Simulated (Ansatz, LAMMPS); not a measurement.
# Elastic response of glassy 76SiO2-24K2O (mol %) (114 atoms), part 3 of 4

How stiff is glassy 76SiO2-24K2O (mol %) (114 atoms), and how do its levels respond to strain?

Ansatz 0.2.0; Kohn-Sham DFT, PBE, PAW (set soft_2), plane waves.

The cell: 29 Si, 18 K and 67 O. The quench rate of 25 K/ps is orders of magnitude faster than experiment. The starting topology of bonds comes from the classical model. Only the Γ point is sampled.

So far. Step 2 (Single point at the start): The r.m.s. force at the start is 0.85 eV/Å. Step 3 (Cell and atoms relaxed): The relaxation converged after 34 steps, with a largest force component of 0.036 eV/Å.

### 5. Volume -3 %

The relaxed cell is scaled evenly and the atoms are relaxed again; the stress at the end gives one point of P(V).

File input.yaml:

```yaml
crystal:
  lattice:
    - [12.04482, -0.08059, 0.06565]
    - [-0.08059, 12.02754, -0.18725]
    - [0.06565, -0.18725, 11.9488]
  atoms:
    [... the 114 atom lines of step 4 ...]
kpoints:
  mp_grid: { grid: [1, 1, 1] }
hamiltonian:
  xc: pbe
scf:
  occupations: { method: gaussian, width: 0.025 }
output:
  forces: true
  eigenvalues: true
  stress: true
relax:
  f_tol: 0.05
  max_steps: 70
```

On the command line:

```
ansatz run input.yaml --threads 4 --pin off --max-ram 8192MiB --backend cpu --events-out ev --progress --plain --runs-dir out
```

Numbers of over 12 decimals in the logs are rounded to 6 here.

The log of the run:

```text
Warning: output.stress: scf.convergence.dr2_threshold = 1e-7 eV (the SCF's general default) is looser than the 1.08e-8 eV advised for a printed stress (1e-10 eV for each atom of the cell: 114, of which 108 are counted). What an SCF threshold leaves in a stress goes as its square root, and in the free energy as the threshold itself, and one threshold admits the most on a small cell: [...]
[...]
Crystal: 114 atoms, lattice volume = 1730.468 Å³
Basis set: ecut = 420 eV, 33775 PW (Γ), exchange–correlation on 162×162×160 points (8 copies of the dense FFT grid, shifted against one another)
Bands: 454, of which v1, the nominal top of the filled ones, is band 340 counted from 1 (339 counted from 0)
Symmetry: 1 space group operations
[...]
k-points: 1
[...]
SCF iter   1: F=—  HF=-84258.585189 eV  |F-HF|=—  |Δ(HF+E_count)|=         —  Δρ=1.71e-3  dr2=8.10e-2  ethr=1.77e-3  ⟨swp⟩=6.0  Hψ=1995  notcnv=0  defer=97
[...]
SCF iter   6: F=-84258.599347 eV  HF=-84258.599355 eV  |F-HF|=8.18e-6  |Δ(HF+E_count)|=   1.32e-5  Δρ=3.94e-5  dr2=2.23e-5  ethr=9.19e-9  ⟨swp⟩=15.0  Hψ=2895  notcnv=0
SCF 1 converged in 6 iterations: F = -84258.599347 eV  dr2 = 2.23e-5
[...]
relax step   1: F+E_penalty+E_count = -84258.59934707 eV  Δ(F+E_penalty+E_count) = +0.000e0 eV  max|allowed force component| = 7.248e-1 eV/Å  Δτ_max = 0.0000 Å  (6 SCF iters, dr2 threshold 6.25e-5 eV, accepted)
[...]
relax step   2: F+E_penalty+E_count = -84258.85874745 eV  Δ(F+E_penalty+E_count) = -2.594e-1 eV  max|allowed force component| = 3.970e-1 eV/Å  Δτ_max = 0.0961 Å  (6 SCF iters, dr2 threshold 3.28e-5 eV, accepted)
[...]
relax step   3: F+E_penalty+E_count = -84258.98143751 eV  Δ(F+E_penalty+E_count) = -1.227e-1 eV  max|allowed force component| = 1.910e-1 eV/Å  Δτ_max = 0.0680 Å  (7 SCF iters, dr2 threshold 9.85e-6 eV, accepted)
relax step   4: F+E_penalty+E_count = -84259.00557595 eV  Δ(F+E_penalty+E_count) = -2.414e-2 eV  max|allowed force component| = 1.233e-1 eV/Å  Δτ_max = 0.0541 Å  (6 SCF iters, dr2 threshold 8.44e-6 eV, accepted)
relax step   5: F+E_penalty+E_count = -84258.98504107 eV  Δ(F+E_penalty+E_count) = +2.053e-2 eV  max|allowed force component| = 2.394e-1 eV/Å  Δτ_max = 0.2000 Å  (7 SCF iters, dr2 threshold 3.51e-6 eV, rejected (line search))
[...]
relax step   6: F+E_penalty+E_count = -84259.03259061 eV  Δ(F+E_penalty+E_count) = -2.701e-2 eV  max|allowed force component| = 4.864e-2 eV/Å  Δτ_max = 0.0834 Å  (9 SCF iters, accepted)
SCF converged after 9 iterations
Free energy (F): -84259.032591 eV
[...]
Internal energy: -84259.032591 eV  (E = F + TS)
E sigma→0 (E₀):  -84259.032591 eV
Fermi energy:    5.629919 eV
[...]
--- Forces (eV/Å), atoms counted from 1 ---
  atom   1  Si     0.00393193     0.00834222    -0.00151739
  atom   2  Si    -0.00330374     0.01062246    -0.00483445
  atom   3  Si    -0.01330984    -0.00348583    -0.00472329
  atom   4  Si     0.01123231     0.00924084     0.00405145
  atom   5  Si    -0.00643495    -0.00423146    -0.00704508
  atom   6  Si    -0.00104481    -0.00538633    -0.00714961
  atom   7  Si     0.01240809     0.00334251    -0.03896793
  atom   8  Si     0.00573951     0.00422229    -0.00494495
  atom   9  Si     0.00312738    -0.00237403    -0.01529012
  atom  10  Si    -0.03008779     0.01421269     0.01199261
  atom  11  Si     0.00543604     0.02553225    -0.01200973
  atom  12  Si     0.00875262     0.01155089     0.01252987
  atom  13  Si     0.01598184     0.02235894    -0.00919901
  atom  14  Si     0.00057544    -0.01483743    -0.01957435
[...]
atom 113  O     -0.00258050    -0.01232451    -0.00610781
  atom 114  O      0.00729678    -0.02482181    -0.00563484
  max |Σ_I F_I| component: 7.09e-5 eV/Å
--- Stress (GPa, compression-positive) ---
        1.256880       0.184232       0.068241
        0.184233       1.279749      -0.059323
        0.068242      -0.059323       1.337370
  P = ⅓ Tr σ = 1.2913 GPa (12.913 kbar)
--- Band table (eV) ---
[...]
--- Relaxed structure (6 steps of the walk, 5 accepted, 0 SCFs on fresh bases) ---
  F+E_penalty+E_count = -84259.03259061 eV   max|allowed force component| = 4.864e-2 eV/Å
  atoms:
    - { symbol: Si, position: [0.310751, 0.827932, 0.367781] }
    - { symbol: Si, position: [0.538770, 0.581099, 0.585925] }
    - { symbol: Si, position: [0.503569, 0.991822, 0.433679] }
    - { symbol: Si, position: [0.00531195, 0.575479, 0.301727] }
[...]
- { symbol: O, position: [0.923257, 0.467508, 0.286266] }
```

Run time: 85 s. Hardware: 4 threads of Intel Xeon Platinum 8488C (Sapphire Rapids), shared host; peak memory 2.4 GiB.

The program notes that the SCF threshold is loose for the stress.

The relaxation converged after 6 steps, 0.433 eV below its start, with a largest force component of 0.049 eV/Å.

Volume -3 %: the energy stands 0.207 eV above that of the reference, at a pressure of 1.29 GPa.

### 6. Volume +3 %

The relaxed cell is scaled to another volume.

Input and log are left out; they have the form of those shown for this kind of step.

Wall time 2.2 min (4 threads of Intel Xeon Platinum 8488C (Sapphire Rapids), shared host); peak memory 2.6 GiB.

The relaxation converged after 8 steps, 0.397 eV below its start, with a largest force component of 0.036 eV/Å.

Volume +3 %: the energy stands 0.169 eV above that of the reference, at a pressure of -1.03 GPa.

### 7. Volume -6 %

The relaxed cell is scaled to another volume.

Input and log are left out; they have the form of those shown for this kind of step.

Wall time 2.6 min (4 threads of Intel Xeon Platinum 8488C (Sapphire Rapids), shared host); peak memory 2.4 GiB; 9.8 min of CPU time.

The relaxation converged after 11 steps, 1.83 eV below its start, with a largest force component of 0.031 eV/Å.

Volume -6 %: the energy stands 0.852 eV above that of the reference, at a pressure of 2.74 GPa.

### 8. Volume +6 %

The relaxed cell is scaled to another volume.

Input and log are left out; they have the form of those shown for this kind of step.

Elapsed: 2.5 min, on 4 threads of Intel Xeon Platinum 8488C (Sapphire Rapids), shared host; peak memory 2.7 GiB.

The relaxation converged after 9 steps, 1.53 eV below its start, with a largest force component of 0.046 eV/Å.

Volume +6 %: the energy stands 0.643 eV above that of the reference, at a pressure of -1.81 GPa.

### 9. Volume -10 %

The relaxed cell is scaled to another volume.

input.yaml, the sections that differ from step 5:

```yaml
crystal:
  lattice:
    - [11.74781, -0.0786, 0.06403]
    - [-0.0786, 11.73097, -0.18263]
    - [0.06403, -0.18263, 11.65417]
  atoms:
    [... the 114 atom lines of step 4 ...]
# kpoints, hamiltonian, scf, output, relax: as in step 5
```

The log of the run:

```text
[...]
Crystal: 114 atoms, lattice volume = 1605.588 Å³
Basis set: ecut = 420 eV, 31397 PW (Γ), exchange–correlation on 160×160×160 points (8 copies of the dense FFT grid, shifted against one another)
Bands: 454, of which v1, the nominal top of the filled ones, is band 340 counted from 1 (339 counted from 0)
Symmetry: 1 space group operations
[...]
k-points: 1
[...]
SCF iter   1: F=—  HF=-84251.197076 eV  |F-HF|=—  |Δ(HF+E_count)|=         —  Δρ=1.83e-3  dr2=8.06e-2  ethr=1.77e-3  ⟨swp⟩=6.0  Hψ=1997  notcnv=0  defer=93
[...]
SCF iter   5: F=—  HF=-84251.207791 eV  |F-HF|=—  |Δ(HF+E_count)|=   1.48e-6  Δρ=7.96e-5  dr2=9.74e-5  ethr=6.74e-8  ⟨swp⟩=2.0  Hψ=727  notcnv=0  defer=109
SCF iter   6: F=-84251.207795 eV  HF=-84251.207800 eV  |F-HF|=5.16e-6  |Δ(HF+E_count)|=   8.88e-6  Δρ=3.50e-5  dr2=1.65e-5  ethr=9.19e-9  ⟨swp⟩=17.0  Hψ=2748  notcnv=0
SCF 1 converged in 6 iterations: F = -84251.207795 eV  dr2 = 1.65e-5
[...]
relax step   1: F+E_penalty+E_count = -84251.20779469 eV  Δ(F+E_penalty+E_count) = +0.000e0 eV  max|allowed force component| = 2.697e0 eV/Å  Δτ_max = 0.0000 Å  (6 SCF iters, dr2 threshold 6.25e-5 eV, accepted)
[...]
relax step   2: F+E_penalty+E_count = -84254.37140434 eV  Δ(F+E_penalty+E_count) = -3.164e0 eV  max|allowed force component| = 1.344e0 eV/Å  Δτ_max = 0.1947 Å  (7 SCF iters, dr2 threshold 1.00e-4 eV, accepted)
[...]
relax step   3: F+E_penalty+E_count = -84256.01027416 eV  Δ(F+E_penalty+E_count) = -1.639e0 eV  max|allowed force component| = 5.690e-1 eV/Å  Δτ_max = 0.1963 Å  (7 SCF iters, dr2 threshold 1.00e-4 eV, accepted)
relax step   4: F+E_penalty+E_count = -84256.32357081 eV  Δ(F+E_penalty+E_count) = -3.133e-1 eV  max|allowed force component| = 4.597e-1 eV/Å  Δτ_max = 0.2000 Å  (7 SCF iters, dr2 threshold 5.81e-5 eV, accepted)
relax step   5: F+E_penalty+E_count = -84256.48692622 eV  Δ(F+E_penalty+E_count) = -1.634e-1 eV  max|allowed force component| = 3.558e-1 eV/Å  Δτ_max = 0.0929 Å  (6 SCF iters, dr2 threshold 3.79e-5 eV, accepted)
relax step   6: F+E_penalty+E_count = -84256.56371609 eV  Δ(F+E_penalty+E_count) = -7.679e-2 eV  max|allowed force component| = 2.768e-1 eV/Å  Δτ_max = 0.2000 Å  (7 SCF iters, dr2 threshold 7.58e-5 eV, accepted)
relax step   7: F+E_penalty+E_count = -84256.62691094 eV  Δ(F+E_penalty+E_count) = -6.319e-2 eV  max|allowed force component| = 1.289e-1 eV/Å  Δτ_max = 0.1363 Å  (7 SCF iters, dr2 threshold 4.59e-5 eV, accepted)
relax step   8: F+E_penalty+E_count = -84256.57107494 eV  Δ(F+E_penalty+E_count) = +5.584e-2 eV  max|allowed force component| = 2.774e-1 eV/Å  Δτ_max = 0.2000 Å  (8 SCF iters, dr2 threshold 3.60e-6 eV, rejected (line search))
relax step   9: F+E_penalty+E_count = -84256.65189290 eV  Δ(F+E_penalty+E_count) = -2.498e-2 eV  max|allowed force component| = 7.363e-2 eV/Å  Δτ_max = 0.0850 Å  (9 SCF iters, accepted)
relax step  10: F+E_penalty+E_count = -84256.64735231 eV  Δ(F+E_penalty+E_count) = +4.541e-3 eV  max|allowed force component| = 2.447e-1 eV/Å  Δτ_max = 0.1000 Å  (9 SCF iters, rejected (line search))
[...]
relax step  11: F+E_penalty+E_count = -84256.66522867 eV  Δ(F+E_penalty+E_count) = -1.334e-2 eV  max|allowed force component| = 4.378e-2 eV/Å  Δτ_max = 0.0500 Å  (8 SCF iters, accepted)
SCF converged after 8 iterations
Free energy (F): -84256.665229 eV
[...]
Internal energy: -84256.665229 eV  (E = F + TS)
E sigma→0 (E₀):  -84256.665229 eV
Fermi energy:    6.537332 eV
[...]
Σ components = -84256.665229   (vs F -84256.665229, Δ=0.00e0)
--- Forces (eV/Å), atoms counted from 1 ---
  atom   1  Si     0.02008964     0.00164622     0.00688820
  atom   2  Si     0.00053884    -0.01646549     0.01671583
  atom   3  Si    -0.01262036    -0.01481762     0.01998736
  atom   4  Si     0.01207027     0.01273806     0.00907738
[...]
atom 114  O      0.00422838     0.01761364    -0.01953358
  max |Σ_I F_I| component: 5.80e-5 eV/Å
--- Stress (GPa, compression-positive) ---
        5.130685       0.526866       0.019996
        0.526867       4.984797      -0.161448
        0.019997      -0.161448       5.174392
  P = ⅓ Tr σ = 5.0966 GPa (50.966 kbar)
--- Band table (eV) ---
[...]
--- Relaxed structure (11 steps of the walk, 9 accepted, 0 SCFs on fresh bases) ---
  F+E_penalty+E_count = -84256.66522867 eV   max|allowed force component| = 4.378e-2 eV/Å
  atoms:
    - { symbol: Si, position: [0.311285, 0.828739, 0.365387] }
    - { symbol: Si, position: [0.538048, 0.582117, 0.586217] }
    - { symbol: Si, position: [0.496519, 1.000871, 0.439868] }
    - { symbol: Si, position: [0.00984401, 0.575738, 0.301437] }
[...]
- { symbol: O, position: [0.929322, 0.464390, 0.275268] }
```

Run time: 2.7 min. Hardware: 4 threads; peak memory 2.3 GiB.

The relaxation converged after 11 steps, 5.46 eV below its start, with a largest force component of 0.044 eV/Å.

Volume -10 %: the energy stands 2.57 eV above that of the reference, at a pressure of 5.10 GPa.

### 10. Stretched by 1 % along x

The relaxed cell is strained along x alone, which gives the stiffness along x and its coupling to y and z.

input.yaml, the sections that differ from step 9:

```yaml
crystal:
  lattice:
    - [12.28941, -0.08141, 0.06632]
    - [-0.08222, 12.15028, -0.18916]
    - [0.06698, -0.18916, 12.07074]
  atoms:
    [... the 114 atom lines of step 4 ...]
# kpoints, hamiltonian, scf, output, relax: as in step 9
```

The log of the run:

```text
[...]
Crystal: 114 atoms, lattice volume = 1801.828 Å³
Basis set: ecut = 420 eV, 35179 PW (Γ), exchange–correlation on 180×180×162 points (8 copies of the dense FFT grid, shifted against one another)
Bands: 454, of which v1, the nominal top of the filled ones, is band 340 counted from 1 (339 counted from 0)
Symmetry: 1 space group operations
[...]
k-points: 1
[...]
SCF iter   1: F=—  HF=-84259.091766 eV  |F-HF|=—  |Δ(HF+E_count)|=         —  Δρ=1.69e-3  dr2=8.21e-2  ethr=1.77e-3  ⟨swp⟩=6.0  Hψ=1996  notcnv=0  defer=96
[...]
SCF iter   5: F=—  HF=-84259.105475 eV  |F-HF|=—  |Δ(HF+E_count)|=   3.44e-5  Δρ=8.04e-5  dr2=1.23e-4  ethr=9.08e-8  ⟨swp⟩=2.0  Hψ=719  notcnv=0  defer=109
SCF iter   6: F=-84259.105478 eV  HF=-84259.105487 eV  |F-HF|=9.08e-6  |Δ(HF+E_count)|=   1.19e-5  Δρ=4.21e-5  dr2=2.75e-5  ethr=9.19e-9  ⟨swp⟩=15.0  Hψ=2895  notcnv=0
SCF 1 converged in 6 iterations: F = -84259.105478 eV  dr2 = 2.75e-5
[...]
relax step   1: F+E_penalty+E_count = -84259.10547752 eV  Δ(F+E_penalty+E_count) = +0.000e0 eV  max|allowed force component| = 5.662e-1 eV/Å  Δτ_max = 0.0000 Å  (6 SCF iters, dr2 threshold 6.25e-5 eV, accepted)
[...]
relax step   2: F+E_penalty+E_count = -84259.16097064 eV  Δ(F+E_penalty+E_count) = -5.549e-2 eV  max|allowed force component| = 3.152e-1 eV/Å  Δτ_max = 0.0446 Å  (6 SCF iters, dr2 threshold 2.00e-5 eV, accepted)
[...]
relax step   3: F+E_penalty+E_count = -84259.18972654 eV  Δ(F+E_penalty+E_count) = -2.876e-2 eV  max|allowed force component| = 1.105e-1 eV/Å  Δτ_max = 0.0688 Å  (7 SCF iters, dr2 threshold 6.21e-6 eV, accepted)
relax step   4: F+E_penalty+E_count = -84259.19510912 eV  Δ(F+E_penalty+E_count) = -5.383e-3 eV  max|allowed force component| = 6.298e-2 eV/Å  Δτ_max = 0.0408 Å  (7 SCF iters, accepted)
relax step   5: F+E_penalty+E_count = -84259.14007041 eV  Δ(F+E_penalty+E_count) = +5.504e-2 eV  max|allowed force component| = 4.447e-1 eV/Å  Δτ_max = 0.2000 Å  (9 SCF iters, rejected (line search))
relax step   6: F+E_penalty+E_count = -84259.18246874 eV  Δ(F+E_penalty+E_count) = +1.264e-2 eV  max|allowed force component| = 9.494e-2 eV/Å  Δτ_max = 0.1000 Å  (9 SCF iters, rejected (line search))
[...]
relax step   7: F+E_penalty+E_count = -84259.20183956 eV  Δ(F+E_penalty+E_count) = -6.730e-3 eV  max|allowed force component| = 2.864e-2 eV/Å  Δτ_max = 0.0440 Å  (9 SCF iters, accepted)
SCF converged after 9 iterations
Free energy (F): -84259.201840 eV
[...]
Internal energy: -84259.201840 eV  (E = F + TS)
E sigma→0 (E₀):  -84259.201840 eV
Fermi energy:    5.212876 eV
[...]
Σ components = -84259.201840   (vs F -84259.201840, Δ=0.00e0)
--- Forces (eV/Å), atoms counted from 1 ---
  atom   1  Si    -0.00526524    -0.00715760    -0.01315877
  atom   2  Si    -0.00478184    -0.00840018     0.00043366
  atom   3  Si     0.00849816    -0.00065261    -0.01115059
  atom   4  Si    -0.00100114     0.00083650    -0.00423913
[...]
atom 114  O      0.00245137     0.00187800    -0.00098006
  max |Σ_I F_I| component: 8.75e-5 eV/Å
--- Stress (GPa, compression-positive) ---
       -0.649061      -0.033513      -0.038297
       -0.033513      -0.203402       0.001367
       -0.038297       0.001368      -0.230385
  P = ⅓ Tr σ = -0.3609 GPa (-3.609 kbar)
--- Band table (eV) ---
[...]
--- Relaxed structure (7 steps of the walk, 5 accepted, 0 SCFs on fresh bases) ---
  F+E_penalty+E_count = -84259.20183956 eV   max|allowed force component| = 2.864e-2 eV/Å
  atoms:
    - { symbol: Si, position: [0.309613, 0.829774, 0.370333] }
    - { symbol: Si, position: [0.538407, 0.579218, 0.584896] }
    - { symbol: Si, position: [0.504675, 0.987871, 0.431566] }
    - { symbol: Si, position: [0.00302226, 0.576393, 0.302857] }
[...]
- { symbol: O, position: [0.920589, 0.470402, 0.290846] }
```

Elapsed: 1.8 min, on 4 threads; peak memory 2.6 GiB.

The relaxation converged after 7 steps, 0.0964 eV below its start, with a largest force component of 0.029 eV/Å.

Stretched by 1 % along x: the energy stands 0.0380 eV above that of the reference, at a pressure of -0.361 GPa.

### 11. Compressed by 1 % along x

The relaxed cell is strained along x alone, which gives the stiffness along x and its coupling to y and z.

input.yaml, the sections that differ from step 10:

```yaml
crystal:
  lattice:
    - [12.04605, -0.08141, 0.06632]
    - [-0.0806, 12.15028, -0.18916]
    - [0.06566, -0.18916, 12.07074]
  atoms:
    [... the 114 atom lines of step 4 ...]
# kpoints, hamiltonian, scf, output, relax: as in step 10
```

The log of the run:

```text
[...]
Crystal: 114 atoms, lattice volume = 1766.147 Å³
Basis set: ecut = 420 eV, 34517 PW (Γ), exchange–correlation on 162×180×162 points (8 copies of the dense FFT grid, shifted against one another)
Bands: 454, of which v1, the nominal top of the filled ones, is band 340 counted from 1 (339 counted from 0)
Symmetry: 1 space group operations
[...]
k-points: 1
[...]
SCF iter   1: F=—  HF=-84259.093474 eV  |F-HF|=—  |Δ(HF+E_count)|=         —  Δρ=1.69e-3  dr2=8.21e-2  ethr=1.77e-3  ⟨swp⟩=6.0  Hψ=1994  notcnv=0  defer=95
[...]
SCF iter   5: F=—  HF=-84259.107634 eV  |F-HF|=—  |Δ(HF+E_count)|=   3.29e-5  Δρ=7.87e-5  dr2=1.14e-4  ethr=8.61e-8  ⟨swp⟩=2.0  Hψ=719  notcnv=0  defer=109
SCF iter   6: F=-84259.107638 eV  HF=-84259.107647 eV  |F-HF|=8.92e-6  |Δ(HF+E_count)|=   1.32e-5  Δρ=4.06e-5  dr2=2.44e-5  ethr=9.19e-9  ⟨swp⟩=15.0  Hψ=3084  notcnv=0
SCF 1 converged in 6 iterations: F = -84259.107638 eV  dr2 = 2.44e-5
[...]
relax step   1: F+E_penalty+E_count = -84259.10763839 eV  Δ(F+E_penalty+E_count) = +0.000e0 eV  max|allowed force component| = 6.324e-1 eV/Å  Δτ_max = 0.0000 Å  (6 SCF iters, dr2 threshold 6.25e-5 eV, accepted)
[...]
relax step   2: F+E_penalty+E_count = -84259.16683948 eV  Δ(F+E_penalty+E_count) = -5.920e-2 eV  max|allowed force component| = 3.322e-1 eV/Å  Δτ_max = 0.0367 Å  (5 SCF iters, dr2 threshold 2.50e-5 eV, accepted)
[...]
relax step   3: F+E_penalty+E_count = -84259.19528132 eV  Δ(F+E_penalty+E_count) = -2.844e-2 eV  max|allowed force component| = 1.054e-1 eV/Å  Δτ_max = 0.0328 Å  (6 SCF iters, dr2 threshold 6.90e-6 eV, accepted)
relax step   4: F+E_penalty+E_count = -84259.20034199 eV  Δ(F+E_penalty+E_count) = -5.061e-3 eV  max|allowed force component| = 5.970e-2 eV/Å  Δτ_max = 0.0219 Å  (7 SCF iters, accepted)
relax step   5: F+E_penalty+E_count = -84259.13377369 eV  Δ(F+E_penalty+E_count) = +6.657e-2 eV  max|allowed force component| = 2.935e-1 eV/Å  Δτ_max = 0.2000 Å  (10 SCF iters, rejected (line search))
[...]
relax step   6: F+E_penalty+E_count = -84259.20580447 eV  Δ(F+E_penalty+E_count) = -5.462e-3 eV  max|allowed force component| = 2.376e-2 eV/Å  Δτ_max = 0.0311 Å  (9 SCF iters, accepted)
SCF converged after 9 iterations
Free energy (F): -84259.205804 eV
[...]
Internal energy: -84259.205804 eV  (E = F + TS)
E sigma→0 (E₀):  -84259.205804 eV
Fermi energy:    5.396860 eV
[...]
Σ components = -84259.205804   (vs F -84259.205804, Δ=0.00e0)
--- Forces (eV/Å), atoms counted from 1 ---
  atom   1  Si     0.00221670    -0.00568800    -0.01387189
  atom   2  Si    -0.00009725     0.00699390     0.00382599
  atom   3  Si    -0.00740839    -0.00571472     0.00153473
  atom   4  Si    -0.00230513    -0.00146684    -0.00026923
[...]
atom 114  O     -0.00110124    -0.00368442     0.00296693
  max |Σ_I F_I| component: 5.03e-5 eV/Å
--- Stress (GPa, compression-positive) ---
        0.714139       0.071884       0.064188
        0.071884       0.247072      -0.038175
        0.064189      -0.038174       0.211879
  P = ⅓ Tr σ = 0.3910 GPa (3.910 kbar)
--- Band table (eV) ---
[...]
--- Relaxed structure (6 steps of the walk, 5 accepted, 0 SCFs on fresh bases) ---
  F+E_penalty+E_count = -84259.20580447 eV   max|allowed force component| = 2.376e-2 eV/Å
  atoms:
    - { symbol: Si, position: [0.311514, 0.826831, 0.367779] }
    - { symbol: Si, position: [0.539099, 0.581283, 0.585507] }
    - { symbol: Si, position: [0.505233, 0.990276, 0.431981] }
    - { symbol: Si, position: [0.00424395, 0.576080, 0.302451] }
[...]
- { symbol: O, position: [0.921740, 0.469173, 0.289022] }
```

Run time: 92 s. Hardware: 4 threads; peak memory 2.5 GiB; 5.8 min of CPU time.

The relaxation converged after 6 steps, 0.0982 eV below its start, with a largest force component of 0.024 eV/Å.

Compressed by 1 % along x: the energy stands 0.0340 eV above that of the reference, at a pressure of 0.391 GPa.

(Continued in part 4 of 4.)

[Logs are printed without paths, hosts, clocks, repeated set-up lines and the standing remarks that a program may print on its own settings, such as how far it seeks lower states.]

[Hosts, paths, dates, database ids (printed as entryN), source tags and the programs' standing remarks are cut or masked in the printed files.]
